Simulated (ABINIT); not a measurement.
Records of electronic-structure calculations.

### RbIO3 (R3m): G0W0 with ABINIT, start to end

It takes space group R3m (No. 160, trigonal). Conventional cell: a = 6.375 Å, b = 6.375 Å, c = 7.866 Å, α = 90.00°, β = 90.00°, γ = 120.00°. Nearest to Rb lie 12 O at 3.09 to 3.36 Å. Nearest to I lie 3 O at 1.82 Å. O has 1 I at 1.82 Å and 4 Rb at 3.09 to 3.36 Å nearest. Farther neighbours, and contacts between anions beyond the nearest, are not listed.

```yaml
method: RPA screening on LDA, plane waves, norm-conserving pseudopotentials (and 2 further levels or steps)
program: ABINIT 10.8.3
settings: cutoff 36 Ha, PseudoDojo scalar-relativistic 0.4.1 standard, norm-conserving, ngkpt (2, 2, 2), nband 78, ecuteps 3.9 Ha, inclvkb 2, shiftk (0, 0, 0), symchi 1, awtr 1, frequency ppm, 2×2×2 k-mesh
cost: 5 runs, 94 s in all on 4 MPI ranks of Arm Neoverse V2, shared host
notes: The cell and positions are those that the Materials Project relaxed with its own functionals (PBE, PBE+U or r2SCAN), kept fixed. Limits: no spin-orbit coupling. The 2×2×2 mesh is coarse for this cell, which bears on the long-range parts of exchange and screening.
lda_gap: 2.72 eV, direct
g0w0_gap_on_the_mesh: 4.59 eV
gw_settings: 2×2×2 mesh, 78 bands, screening to 106.1 eV, Godby-Needs plasmon pole
known_limits: short of the basis limit; no spin-orbit coupling; coarse k mesh
```

G0W0 moves the gap on the mesh from 2.72 eV to 4.59 eV (+1.87 eV), with Z of 0.79 and 0.82 at the edges. Local fields lower the RPA ε∞ on this mesh from 4.70 to 3.99; a Γ-centred mesh this coarse tends to raise both, most where the direct gap is narrow, while a short band sum lowers them.

[Long decimals in the printed logs are rounded to 6 places.]

[Logs are printed without paths, hosts, clocks, repeated set-up lines and the standing remarks that a program may print on its own settings, such as how far it seeks lower states.]

[Paths, hosts, dates, memory and timing lines, banners, echoed tables and standing remarks are left out of the program output; an Ansatz launch command may be rebuilt from the run's recorded settings. Measured values are a selection of at most five: reports struck by readers or far from the other reports are left out. None is set beside runs whose start may be inverted or whose files or cutoffs have a known fault.]

[Runs of the session that timed out or met a known fault of the program may be left out.]

[Hosts, paths, dates, database ids (printed as entryN), source tags and the programs' standing remarks are cut or masked in the printed files.]

[G0W0 gaps are taken among the corrected bands and points alone; a level outside them can change the order at an edge.]

[Where Ansatz stands beside ABINIT at settings called matched, ABINIT's density can come from a denser mesh and the files from another edition; pairs whose starting gaps differed by over 0.03 eV were left out, so agreement reads better than it is.]
